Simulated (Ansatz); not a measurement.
## SiC (P6_3mc): refractive index against wavelength

The refractive index of SiC (P6_3mc) along x below the direct gap (4.12 eV on the mesh) is read from one computed spectrum, n = √(Re ε). x, y and z are the Cartesian axes of the input cell.

Cell: a, b, c = 3.076, 3.076, 5.048 Å (primitive vectors), 4 atoms.

Method: Ansatz 0.2.0, PBE, independent particles, k-mesh 9×9×5 with interpolation inside its cells, Gaussian parameter 0.1 eV.

Launch of the response step: `ansatz run input.yaml --threads 4 --pin off --max-ram 8192MiB --backend cpu --events-out ev --progress --plain --runs-dir out`. The run took 17 s, on 4 threads of Arm Neoverse V1, with other jobs on the host.

```
wavelength (nm)  photon energy E (eV)       n
           1310                 0.946  2.6850
           1064                 1.165  2.6952
            850                 1.459  2.7125
            700                 1.771  2.7360
            633                 1.959  2.7529
            532                 2.331  2.7932
            450                 2.755       ?
```

In the single-oscillator model n² − 1 = E₀E_d/(E₀² − E²), so 1/(n² − 1) = E₀/E_d − E²/(E₀E_d) is linear in E².

Working, on the rows shown:

| x = E² (eV²) | y = 1/(n² − 1) |
| --- | --- |
| 0.895757 | 0.161051 |
| 1.35784 | 0.15964 |
| 2.12762 | 0.157291 |
| 3.13716 | 0.154185 |
| 3.83641 | 0.152011 |
| 5.43137 | 0.147016 |

Means: x̄ = 2.7977, ȳ = 0.1552. Σ(x − x̄)(y − ȳ) = -0.04413, Σ(x − x̄)² = 14.27. Slope = -0.04413 / 14.27 = -0.003093; intercept = ȳ − slope · x̄ = 0.16385. Turned back into n, the line misses the rows shown by at most 0.00031.

Fill in the last column of the withheld row.

At x = 7.5912 the line gives y = 0.14037, that is 2.8502. The run gave 2.8523, so the extrapolation is off by 0.0021, 1.2 % of the range in the table.

Refitted with all rows, the slope is -0.003121 and the intercept 0.16392. These give E₀ = √(intercept/−slope) = 7.25 eV and E_d = E₀/intercept = 44.2 eV; E₀ is 1.8 times the direct gap. The electronic limit at long wavelengths, without lattice vibrations, is n = √(1 + 1/intercept) = 2.665. Excitons are left out and so are local fields; PBE gaps are as a rule too small.

[Logs are printed without paths, hosts, clocks, repeated set-up lines and the standing remarks that a program may print on its own settings, such as how far it seeks lower states.]
